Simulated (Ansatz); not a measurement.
# Decaying states in the gap of TlGeClF2, part 2 of 3

Aim: relax a made-up compound, TlGeClF2, and see how good a tunnel barrier it would be. It is built by putting Cl for part of the F in the TlGeF3 structure of space group P1, with the volume rescaled by atomic radii. The parent structure comes from the Materials Project.

Ansatz 0.2.0; PBEsol DFT, plane waves, PAW files (the session's first sound run).

So far. Step 2 (Relaxing the new crystal): The largest force component on a free atom ends at 0.0016 eV/Å.

The structure was built from a prototype and need not be the compound's stable phase.

### Step 3. The bulk crystal and its band edges

The energy window and the wavevectors of the next steps follow from the band edges, so these are searched first, off the mesh as well.

input.yaml

```yaml
crystal:
  lattice:
    - [4.633146137, 0.049053969, -0.3470575484]
    - [0.0191281096, 4.6634220559, -0.2996481381]
    - [-0.6779307754, -1.2922702349, 5.3634768846]
  atoms:
    - { symbol: Tl, position: [0.0606535022, 0.0756187562, 0.8962215441] }
    - { symbol: Ge, position: [0.4977086128, 0.4805193783, 0.4902948132] }
    - { symbol: F, position: [0.9057216802, 0.4862373285, 0.5403069006] }
    - { symbol: Cl, position: [0.549627727, 0.5735877429, 0.955583559] }
    - { symbol: F, position: [0.4862884777, 0.8940337941, 0.5575911832] }
kpoints:
  mp_grid: { grid: [6, 6, 6] }
  band_path: { path: [VBM, CBM], npoints: 30 }
scf:
  occupations: { method: fixed }
hamiltonian:
  xc: pbesol
output:
  eigenvalues: true
  write_potential: true
  write_density: true
  volumetric_format: npy
```

The run is started by

```
ansatz run input.yaml --threads 2 --pin off --max-ram 4096MiB --backend cpu --events-out ev --progress --plain --runs-dir out
```

Numbers of over 12 decimals in the logs are rounded to 6 here.

Log:

```text
[...]
Crystal: 5 atoms, lattice volume = 113.007 Å³
Basis set: ecut = 420 eV, 2205 PW (Γ)
Bands: 29, of which v1, the nominal top of the filled ones, is band 24 counted from 1 (23 counted from 0)
Symmetry: 1 space group operations
[...]
k-points: 112 of 216 (time reversal used)
[...]
SCF iter   1: F=—  HF=-18213.264288 eV  |F-HF|=—  |Δ(HF+E_count)|=         —  Δρ=8.75e-3  dr2=6.24e-2  ethr=1.77e-3  ⟨swp⟩=4.8  Hψ=11434  notcnv=0  defer=311
[...]
SCF iter   8: F=-18213.248328 eV  HF=-18213.248328 eV  |F-HF|=3.05e-9  |Δ(HF+E_count)|=   3.76e-7  Δρ=7.91e-6  dr2=5.23e-8  ethr=2.08e-10  ⟨swp⟩=8.8  Hψ=11715  notcnv=0
SCF 1 converged in 8 iterations: F = -18213.248328 eV  dr2 = 5.23e-8
[...]
NSCF: frozen V_eff on 112 k-points
[...]
SCF converged after 8 iterations
Free energy (F): -18213.248328 eV
[...]
Internal energy: -18213.248328 eV  (E = F + TS)
E sigma→0 (E₀):  -18213.248328 eV
Fermi energy:    3.417824 eV
[...]
--- Band table (eV; the first three rows and the last of 112) ---
  k-point 0: bands = [... 20 lower, 0.5990, 1.4818, 1.5753, 2.5614, 7.7516, 9.6256, 9.6950, 10.0464, ... 1 higher]
  k-point 1: bands = [... 20 lower, 0.6467, 1.5082, 1.5880, 2.5770, 7.6926, 9.1682, 9.6011, 9.9586, ... 1 higher]
  k-point 2: bands = [... 20 lower, 0.7260, 1.5575, 1.6147, 2.7348, 7.3307, 8.4431, 9.4845, 9.9715, ... 1 higher]
  k-point 111: bands = [... 20 lower, 0.8927, 1.3228, 1.4835, 3.3005, 7.3570, 7.6270, 8.0436, 9.3298, ... 1 higher]
```

Wall time 50 s (2 threads of Arm Neoverse V2, shared host); peak memory 0.52 GiB; 99 s of CPU time.

Numbers from this step:

* free energy: -18213.2483 eV
* Fermi energy: 3.418 eV
* gap on the k-mesh: 3.327 eV
* gap on path: 3.313 eV, by band count; negative where bands overlap
* direct gap on path: 3.327 eV
* edge places on path: 0, 1.401 1/A along the path

The electronic bands at the labelled points (eV, zero at the Fermi level (highest filled level under fixed occupations); v1 is the highest filled band, c1 the lowest empty one):

| point | v4 | v3 | v2 | v1 | c1 | c2 | c3 | c4 |
| --- | --- | --- | --- | --- | --- | --- | --- | --- |
| VBM | -2.66 | -1.66 | -0.76 | 0.00 | 3.33 | 3.66 | 4.49 | 5.08 |
| halfway | -2.68 | -1.84 | -1.78 | -0.54 | 3.57 | 4.90 | 6.02 | 6.58 |
| CBM | -2.66 | -1.67 | -0.75 | -0.07 | 3.31 | 3.71 | 4.65 | 5.12 |

The searched edges give 3.31 eV, against 3.33 eV on the mesh.

### Step 4. Complex bands, plane (010)

This step: PBEsol DFT, plane waves, PAW files; complex bands by layer matching along the plane's normal (Ansatz 0.2.0).

The same crystal is laid in a cell whose first two vectors span the (010) plane (indices of the standard conventional cell, whose axes can be ordered otherwise than in the bulk input). At fixed energy and wavevector in the plane the solver finds all kz, real and complex. A few wavevectors are listed, (0, 0), (0.401, -0.4948) and (-0.5, -0.5) in units of the plane's reciprocal vectors; the slowest state needn't be among them.

input.yaml

```yaml
crystal:
  lattice:
    - [5.558456331, 0.0, 0.0]
    - [-0.911364266, 4.556129227, 0.0]
    - [-1.3756562, -0.182687107, 4.46227023]
  atoms:
    - { symbol: Tl, position: [0.8962215441, 0.0606535022, 0.0756187562] }
    - { symbol: Ge, position: [0.4902948132, 0.4977086128, 0.4805193783] }
    - { symbol: F, position: [0.5403069006, 0.9057216802, 0.4862373285] }
    - { symbol: Cl, position: [0.955583559, 0.549627727, 0.5735877429] }
    - { symbol: F, position: [0.5575911832, 0.4862884777, 0.8940337941] }
kpoints:
  mp_grid: { grid: [6, 6, 6] }
scf:
  occupations: { method: fixed }
hamiltonian:
  xc: pbesol
output:
  eigenvalues: true
  transmission:
    leads: [[0, 0]]
    kpoints: [[0.0, 0.0], [0.401, -0.4948], [-0.5, -0.5]]
    e_range: [-1.0, 4.31]
    de: 0.13
```

Log:

```text
[...]
Crystal: 5 atoms, lattice volume = 113.007 Å³
Basis set: ecut = 420 eV, 2205 PW (Γ)
Bands: 29, of which v1, the nominal top of the filled ones, is band 24 counted from 1 (23 counted from 0)
Symmetry: 1 space group operations
[...]
k-points: 112 of 216 (time reversal used)
[...]
SCF iter   1: F=—  HF=-18213.264284 eV  |F-HF|=—  |Δ(HF+E_count)|=         —  Δρ=8.75e-3  dr2=6.24e-2  ethr=1.77e-3  ⟨swp⟩=4.8  Hψ=11432  notcnv=0  defer=312
[...]
SCF iter   8: F=-18213.248328 eV  HF=-18213.248328 eV  |F-HF|=9.08e-9  |Δ(HF+E_count)|=   3.77e-7  Δρ=8.61e-6  dr2=6.05e-8  ethr=2.08e-10  ⟨swp⟩=8.8  Hψ=11840  notcnv=0
SCF 1 converged in 8 iterations: F = -18213.248328 eV  dr2 = 6.05e-8
[...]
transmission: 6 of 18 steps passed
transmission: 12 of 18 steps passed
transmission: 18 of 18 steps passed
SCF converged after 8 iterations
Free energy (F): -18213.248328 eV
[...]
Internal energy: -18213.248328 eV  (E = F + TS)
E sigma→0 (E₀):  -18213.248328 eV
Fermi energy:    3.417823 eV
[...]
--- Band table (eV; the first three rows and the last of 112) ---
  k-point 0: bands = [... 20 lower, 0.5990, 1.4818, 1.5753, 2.5614, 7.7516, 9.6256, 9.6950, 10.0464, ... 1 higher]
  k-point 1: bands = [... 20 lower, 0.6929, 1.5501, 1.8235, 2.5442, 7.7357, 8.7911, 9.5134, 9.9001, ... 1 higher]
  k-point 2: bands = [... 20 lower, 0.9592, 1.6178, 2.2658, 2.6241, 7.6388, 7.8182, 8.9090, 9.3558, ... 1 higher]
  k-point 111: bands = [... 20 lower, 0.8927, 1.3228, 1.4835, 3.3005, 7.3570, 7.6270, 8.0435, 9.3298, ... 1 higher]
--- Transmission ---
  basis      : 223 plane waves across, 6 finite elements along
  points     : 3, as listed
  energies   : 41 from -1.000000 to 4.200000 eV about the Fermi level, 0.130000 eV apart; the leads are filled to 1.663627 eV, and channels, transmission and decay are at 1.600000 eV
  crystal 0  : Ge1F2Cl1Tl1, at the sites [0, 0], period 4.4623 Å: whole cells are its period
    offset         : up to 0.0000 Å between an atom of the period and one for which it stands
    channels       : 0.000000e0 a spin
    conductance    : none, the energies end too early or step too widely for 300 K: set another output.transmission.e_range or a lower de, or, where they end at an eighth of basis.ecutwfc, a higher one
    slowest decay  : 0.3708 /Å at (0.0000, 0.0000)
```

It took 40 s on 2 threads; peak memory 0.71 GiB.

Numbers from this step:

```
level to which the leads are filled                       : 1.664 eV from the Fermi level
decay constant at the filling level, zone centre          : 0.3708 Å⁻¹
decay constant at the filling level, slowest listed point : 0.3708 Å⁻¹
```

K parallel (0, 0); values up to 1.5 1/Å, a degenerate pair printed once or twice; energies at which all values exceed this have no row. The Im kz of the slowest decaying states by energy, zero at the highest filled level on the SCF mesh:

| energy (eV) | decay 1 (Å⁻¹) | decay 2 (Å⁻¹) | decay 3 (Å⁻¹) | decay 4 (Å⁻¹) |
| --- | --- | --- | --- | --- |
| -1.00 | 0.186 | 0.235 | 0.575 | 0.984 |
| -0.61 | 0.412 | 0.524 | 0.637 | 0.979 |
| -0.22 | 0.239 | 0.487 | 0.678 | 0.750 |
| 0.04 | 0.291 | 0.526 | 0.724 | 0.753 |
| 0.17 | 0.310 | 0.546 | 0.720 | 0.835 |
| 0.43 | 0.338 | 0.592 | 0.680 | 0.852 |
| 0.82 | 0.363 | 0.628 | 0.651 | 0.855 |
| 1.21 | 0.373 | 0.603 | 0.656 | 0.845 |
| 1.60 | 0.371 | 0.581 | 0.647 | 0.828 |
| 1.99 | 0.358 | 0.559 | 0.631 | 0.806 |
| 2.38 | 0.333 | 0.533 | 0.608 | 0.778 |
| 2.77 | 0.296 | 0.503 | 0.580 | 0.744 |
| 3.03 | 0.262 | 0.480 | 0.558 | 0.717 |
| 3.42 | 0.188 | 0.436 | 0.519 | 0.669 |
| 3.81 | 0.374 | 0.472 | 0.605 | 0.838 |
| 4.20 | 0.246 | 0.414 | 0.495 | 0.791 |

K parallel (0.401, -0.4948); values up to 1.5 1/Å, a degenerate pair printed once or twice; energies at which all values exceed this have no row. Table of Im kz of the slowest decaying states by energy, zero at the highest filled level on the SCF mesh:

| energy (eV) | decay 1 (Å⁻¹) | decay 2 (Å⁻¹) | decay 3 (Å⁻¹) | decay 4 (Å⁻¹) |
| --- | --- | --- | --- | --- |
| -1.00 | 0.371 | 0.522 | 0.563 | 0.894 |
| -0.74 | 0.0478 | 0.410 | 0.486 | 0.516 |
| -0.61 | 0.181 | 0.431 | 0.460 | 0.472 |
| -0.35 | 0.264 | 0.310 | 0.377 | 0.540 |
| -0.22 | 0.0678 | 0.293 | 0.341 | 0.582 |
| 0.04 | 0.210 | 0.291 | 0.387 | 0.636 |
| 0.30 | 0.318 | 0.361 | 0.417 | 0.668 |
| 0.43 | 0.345 | 0.378 | 0.425 | 0.679 |
| 0.69 | 0.383 | 0.400 | 0.433 | 0.694 |
| 0.82 | 0.397 | 0.407 | 0.436 | 0.694 |
| 1.08 | 0.416 | 0.416 | 0.441 | 0.677 |
| 1.34 | 0.419 | 0.427 | 0.444 | 0.647 |
| 1.47 | 0.419 | 0.432 | 0.445 | 0.628 |
| 1.73 | 0.417 | 0.442 | 0.442 | 0.586 |
| 1.86 | 0.414 | 0.431 | 0.453 | 0.563 |
| 2.12 | 0.403 | 0.407 | 0.465 | 0.523 |
| 2.38 | 0.376 | 0.396 | 0.454 | 0.490 |
| 2.51 | 0.360 | 0.390 | 0.444 | 0.473 |
| 2.77 | 0.322 | 0.374 | 0.415 | 0.433 |
| 2.90 | 0.298 | 0.365 | 0.396 | 0.410 |
| 3.16 | 0.211 | 0.342 | 0.350 | 0.358 |
| 3.42 | 0.238 | 0.314 | 0.376 | 0.539 |
| 3.55 | 0.176 | 0.296 | 0.379 | 0.512 |
| 3.81 | 0.249 | 0.369 | 0.446 | 0.843 |
| 3.94 | 0.228 | 0.358 | 0.401 | 0.836 |
| 4.20 | 0.180 | 0.240 | 0.277 | 0.323 |

K parallel (-0.5, -0.5); values up to 1.5 1/Å, a degenerate pair printed once or twice; energies at which all values exceed this have no row. Table of Im kz of the slowest decaying states by energy, zero at the highest filled level on the SCF mesh:

| energy (eV) | decay 1 (Å⁻¹) | decay 2 (Å⁻¹) | decay 3 (Å⁻¹) | decay 4 (Å⁻¹) |
| --- | --- | --- | --- | --- |
| -1.00 | 0.376 | 0.523 | 0.952 | 1.10 |
| -0.74 | 0.0577 | 0.419 | 0.481 | 0.926 |
| -0.61 | 0.176 | 0.439 | 0.451 | 0.914 |
| -0.35 | 0.297 | 0.349 | 0.485 | 0.892 |
| -0.22 | 0.250 | 0.340 | 0.516 | 0.882 |
| 0.04 | 0.136 | 0.298 | 0.391 | 0.581 |
| 0.30 | 0.297 | 0.367 | 0.411 | 0.633 |
| 0.43 | 0.334 | 0.384 | 0.414 | 0.652 |
| 0.69 | 0.401 | 0.405 | 0.676 | 0.845 |
| 0.82 | 0.410 | 0.411 | 0.679 | 0.837 |
| 1.08 | 0.419 | 0.425 | 0.671 | 0.823 |
| 1.34 | 0.422 | 0.435 | 0.646 | 0.812 |
| 1.47 | 0.422 | 0.439 | 0.628 | 0.807 |
| 1.73 | 0.420 | 0.448 | 0.579 | 0.795 |
| 1.86 | 0.418 | 0.434 | 0.485 | 0.536 |
| 2.12 | 0.402 | 0.411 | 0.501 | 0.774 |
| 2.38 | 0.374 | 0.401 | 0.481 | 0.756 |
| 2.51 | 0.357 | 0.395 | 0.469 | 0.746 |
| 2.77 | 0.316 | 0.380 | 0.440 | 0.706 |
| 2.90 | 0.289 | 0.371 | 0.422 | 0.655 |
| 3.16 | 0.201 | 0.351 | 0.382 | 0.573 |
| 3.42 | 0.325 | 0.335 | 0.470 | 0.782 |
| 3.55 | 0.213 | 0.310 | 0.397 | 0.784 |
| 3.81 | 0.268 | 0.354 | 0.786 | 1.14 |
| 3.94 | 0.0255 | 0.223 | 0.328 | 0.786 |
| 4.20 | 0.268 | 0.273 | 0.785 | 1.11 |

At the listed wavevectors the last open channel is at -0.09 eV and the next at +3.42 eV on the grid. At +1.60 eV, the grid energy nearest the filling level (the middle of the gap on the SCF mesh), the slowest state at the listed wavevectors decays with κ = 0.371 Å⁻¹, its amplitude falling by e over 2.7 Å. Through 1 nm of this crystal that state's transmission falls by exp(−2 × 0.371 Å⁻¹ × 10 Å) = 6.0e-4.

### Step 5. Decaying states in the gap, plane (100)

The same for the (100) plane, at (0, 0), (0.0052, 0.401) and (0, -0.5), to see how the decay depends on direction.

input.yaml

```yaml
crystal:
  lattice:
    - [4.673078232, 0.0, 0.0]
    - [-1.636292938, 5.312154196, 0.0]
    - [0.090171364, -0.925845058, 4.55231572]
  atoms:
    - { symbol: Tl, position: [0.0756187562, 0.8962215441, 0.0606535022] }
    - { symbol: Ge, position: [0.4805193783, 0.4902948132, 0.4977086128] }
    - { symbol: F, position: [0.4862373285, 0.5403069006, 0.9057216802] }
    - { symbol: Cl, position: [0.5735877429, 0.955583559, 0.549627727] }
    - { symbol: F, position: [0.8940337941, 0.5575911832, 0.4862884777] }
kpoints:
  mp_grid: { grid: [6, 6, 6] }
scf:
  occupations: { method: fixed }
hamiltonian:
  xc: pbesol
output:
  eigenvalues: true
  transmission:
    leads: [[0, 0]]
    kpoints: [[0.0, 0.0], [0.0052, 0.401], [0.0, -0.5]]
    e_range: [-1.0, 4.31]
    de: 0.09
```

Log:

```text
[...]
Crystal: 5 atoms, lattice volume = 113.007 Å³
Basis set: ecut = 420 eV, 2205 PW (Γ)
Bands: 29, of which v1, the nominal top of the filled ones, is band 24 counted from 1 (23 counted from 0)
Symmetry: 1 space group operations
[...]
k-points: 112 of 216 (time reversal used)
[...]
SCF iter   1: F=—  HF=-18213.264291 eV  |F-HF|=—  |Δ(HF+E_count)|=         —  Δρ=8.75e-3  dr2=6.24e-2  ethr=1.77e-3  ⟨swp⟩=4.8  Hψ=11432  notcnv=0  defer=314
[...]
SCF iter   8: F=-18213.248328 eV  HF=-18213.248328 eV  |F-HF|=2.34e-9  |Δ(HF+E_count)|=   3.75e-7  Δρ=7.23e-6  dr2=4.51e-8  ethr=2.08e-10  ⟨swp⟩=8.8  Hψ=11619  notcnv=0
SCF 1 converged in 8 iterations: F = -18213.248328 eV  dr2 = 4.51e-8
[...]
transmission: 7 of 21 steps passed
transmission: 14 of 21 steps passed
transmission: 21 of 21 steps passed
SCF converged after 8 iterations
Free energy (F): -18213.248328 eV
[...]
Internal energy: -18213.248328 eV  (E = F + TS)
E sigma→0 (E₀):  -18213.248328 eV
Fermi energy:    3.417825 eV
[...]
--- Band table (eV; the first three rows and the last of 112) ---
  k-point 0: bands = [... 20 lower, 0.5990, 1.4818, 1.5753, 2.5614, 7.7516, 9.6256, 9.6950, 10.0464, ... 1 higher]
  k-point 1: bands = [... 20 lower, 0.6757, 1.5185, 1.8221, 2.5699, 7.7767, 8.8489, 9.4362, 9.9357, ... 1 higher]
  k-point 2: bands = [... 20 lower, 0.8996, 1.5730, 2.2702, 2.6805, 7.6413, 8.0845, 8.8006, 9.3617, ... 1 higher]
  k-point 111: bands = [... 20 lower, 0.8927, 1.3228, 1.4835, 3.3005, 7.3570, 7.6270, 8.0436, 9.3298, ... 1 higher]
--- Transmission ---
  basis      : 219 plane waves across, 7 finite elements along
  points     : 3, as listed
[...]
crystal 0  : F2Ge1Cl1Tl1, at the sites [0, 0], period 4.5523 Å: whole cells are its period
[...]
channels       : 0.000000e0 a spin
[...]
slowest decay  : 0.3470 /Å at (0.0052, 0.4010)
```

Wall time 59 s (2 threads); peak memory 0.65 GiB; 93 s of CPU time.

Numbers from this step:

```
decay constant at the filling level, zone centre          : 0.3879 Å⁻¹
decay constant at the filling level, slowest listed point : 0.347 Å⁻¹
```

K parallel (0, 0); values up to 1.5 1/Å, a degenerate pair printed once or twice; energies at which all values exceed this have no row. The Im kz of the slowest decaying states by energy, zero at the highest filled level on the SCF mesh:

| energy (eV) | decay 1 (Å⁻¹) | decay 2 (Å⁻¹) | decay 3 (Å⁻¹) | decay 4 (Å⁻¹) |
| --- | --- | --- | --- | --- |
| -1.00 | 0.311 | 0.538 | 0.914 | 1.15 |
| -0.82 | 0.187 | 0.319 | 0.567 | 0.929 |
| -0.55 | 0.106 | 0.305 | 0.564 | 0.599 |
| -0.37 | 0.213 | 0.348 | 0.614 | 0.648 |
| -0.19 | 0.265 | 0.379 | 0.626 | 0.715 |
| -0.01 | 0.301 | 0.403 | 0.634 | 0.768 |
| 0.08 | 0.314 | 0.413 | 0.637 | 0.788 |
| 0.26 | 0.337 | 0.429 | 0.642 | 0.816 |
| 0.53 | 0.361 | 0.448 | 0.644 | 0.834 |
| 0.71 | 0.373 | 0.458 | 0.644 | 0.835 |
| 0.89 | 0.381 | 0.466 | 0.641 | 0.833 |
| 1.16 | 0.389 | 0.475 | 0.635 | 0.823 |
| 1.34 | 0.391 | 0.480 | 0.629 | 0.814 |
| 1.52 | 0.391 | 0.484 | 0.622 | 0.804 |
| 1.79 | 0.386 | 0.489 | 0.608 | 0.786 |
| 1.97 | 0.380 | 0.493 | 0.597 | 0.773 |
| 2.15 | 0.371 | 0.497 | 0.584 | 0.759 |
| 2.42 | 0.354 | 0.507 | 0.557 | 0.735 |
| 2.60 | 0.339 | 0.527 | 0.712 | 0.717 |
| 2.78 | 0.321 | 0.521 | 0.673 | 0.698 |
| 3.05 | 0.288 | 0.513 | 0.610 | 0.665 |
| 3.23 | 0.260 | 0.508 | 0.563 | 0.640 |
| 3.50 | 0.206 | 0.491 | 0.505 | 0.594 |
| 3.68 | 0.153 | 0.472 | 0.475 | 0.557 |
| 3.86 | 0.0486 | 0.446 | 0.449 | 0.510 |
| 4.13 | 0.398 | 0.399 | 0.405 | 0.787 |
| 4.31 | 0.177 | 0.364 | 0.369 | 0.768 |

K parallel (0.0052, 0.401); values up to 1.5 1/Å, a degenerate pair printed once or twice; energies at which all values exceed this have no row. The Im kz of the slowest decaying states by energy, zero at the highest filled level on the SCF mesh:

| energy (eV) | decay 1 (Å⁻¹) | decay 2 (Å⁻¹) | decay 3 (Å⁻¹) | decay 4 (Å⁻¹) |
| --- | --- | --- | --- | --- |
| -1.00 | 0.464 | 0.525 | 0.584 | 0.851 |
| -0.73 | 0.0714 | 0.314 | 0.570 | 0.658 |
| -0.46 | 0.232 | 0.599 | 0.770 | 0.790 |
| -0.19 | 0.288 | 0.618 | 0.767 | 0.833 |
| -0.01 | 0.109 | 0.309 | 0.627 | 0.769 |
| 0.08 | 0.171 | 0.316 | 0.630 | 0.770 |
| 0.35 | 0.270 | 0.326 | 0.637 | 0.771 |
| 0.62 | 0.317 | 0.338 | 0.639 | 0.769 |
| 0.89 | 0.338 | 0.351 | 0.637 | 0.765 |
| 1.16 | 0.348 | 0.358 | 0.632 | 0.758 |
| 1.43 | 0.350 | 0.360 | 0.624 | 0.748 |
| 1.70 | 0.347 | 0.357 | 0.613 | 0.734 |
| 1.88 | 0.341 | 0.351 | 0.604 | 0.723 |
| 2.15 | 0.328 | 0.339 | 0.589 | 0.702 |
| 2.42 | 0.306 | 0.323 | 0.570 | 0.676 |
| 2.69 | 0.262 | 0.312 | 0.549 | 0.641 |
| 2.96 | 0.204 | 0.292 | 0.525 | 0.590 |
| 3.23 | 0.104 | 0.257 | 0.496 | 0.508 |
| 3.50 | 0.190 | 0.359 | 0.464 | 0.715 |
| 3.77 | 0.244 | 0.425 | 0.710 | 0.813 |
| 4.04 | 0.241 | 0.304 | 0.378 | 0.704 |
| 4.31 | 0.299 | 0.307 | 0.322 | 0.700 |

K parallel (0, -0.5); values up to 1.5 1/Å, a degenerate pair printed once or twice; energies at which all values exceed this have no row. The Im kz of the slowest decaying states by energy, zero at the highest filled level on the SCF mesh:

| energy (eV) | decay 1 (Å⁻¹) | decay 2 (Å⁻¹) | decay 3 (Å⁻¹) | decay 4 (Å⁻¹) |
| --- | --- | --- | --- | --- |
| -1.00 | 0.527 | 0.541 | 0.859 | 1.13 |
| -0.82 | 0.521 | 0.559 | 0.874 | 1.09 |
| -0.55 | 0.161 | 0.199 | 0.592 | 0.751 |
| -0.37 | 0.255 | 0.607 | 0.772 | 1.06 |
| -0.19 | 0.287 | 0.618 | 0.786 | 1.08 |
| -0.01 | 0.308 | 0.627 | 0.796 | 1.10 |
| 0.08 | 0.133 | 0.315 | 0.630 | 0.800 |
| 0.26 | 0.227 | 0.322 | 0.634 | 0.806 |
| 0.53 | 0.314 | 0.637 | 0.812 | 1.06 |
| 0.71 | 0.330 | 0.637 | 0.813 | 1.05 |
| 0.89 | 0.341 | 0.636 | 0.813 | 1.04 |
| 1.16 | 0.351 | 0.630 | 0.809 | 1.03 |
| 1.34 | 0.354 | 0.625 | 0.805 | 1.03 |
| 1.52 | 0.353 | 0.619 | 0.798 | 1.06 |
| 1.79 | 0.349 | 0.607 | 0.784 | 1.02 |
| 1.97 | 0.342 | 0.597 | 0.771 | 1.00 |
| 2.15 | 0.334 | 0.587 | 0.756 | 0.987 |
| 2.42 | 0.300 | 0.330 | 0.568 | 0.727 |
| 2.60 | 0.270 | 0.327 | 0.554 | 0.704 |
| 2.78 | 0.238 | 0.318 | 0.539 | 0.636 |
| 3.05 | 0.175 | 0.294 | 0.513 | 0.520 |
| 3.23 | 0.106 | 0.270 | 0.430 | 0.493 |
| 3.50 | 0.158 | 0.202 | 0.460 | 0.725 |
| 3.68 | 0.115 | 0.434 | 0.719 | 0.877 |
| 3.86 | 0.246 | 0.404 | 0.711 | 0.862 |
| 4.13 | 0.307 | 0.332 | 0.701 | 0.836 |
| 4.31 | 0.192 | 0.359 | 0.694 | 0.817 |

At the listed wavevectors the last open channel is at -0.01 eV and the next at +3.32 eV on the grid. At +1.70 eV, the grid energy nearest the filling level (the middle of the gap on the SCF mesh), the slowest state at the listed wavevectors decays with κ = 0.347 Å⁻¹, its amplitude falling by e over 2.9 Å; the first such run, plane (010), gave 0.371 Å⁻¹.

(Part 2 of 3 ends here.)

[Logs are printed without paths, hosts, clocks, repeated set-up lines and the standing remarks that a program may print on its own settings, such as how far it seeks lower states.]

[Hosts, paths, dates, database ids (printed as entryN), source tags and the programs' standing remarks are cut or masked in the printed files.]
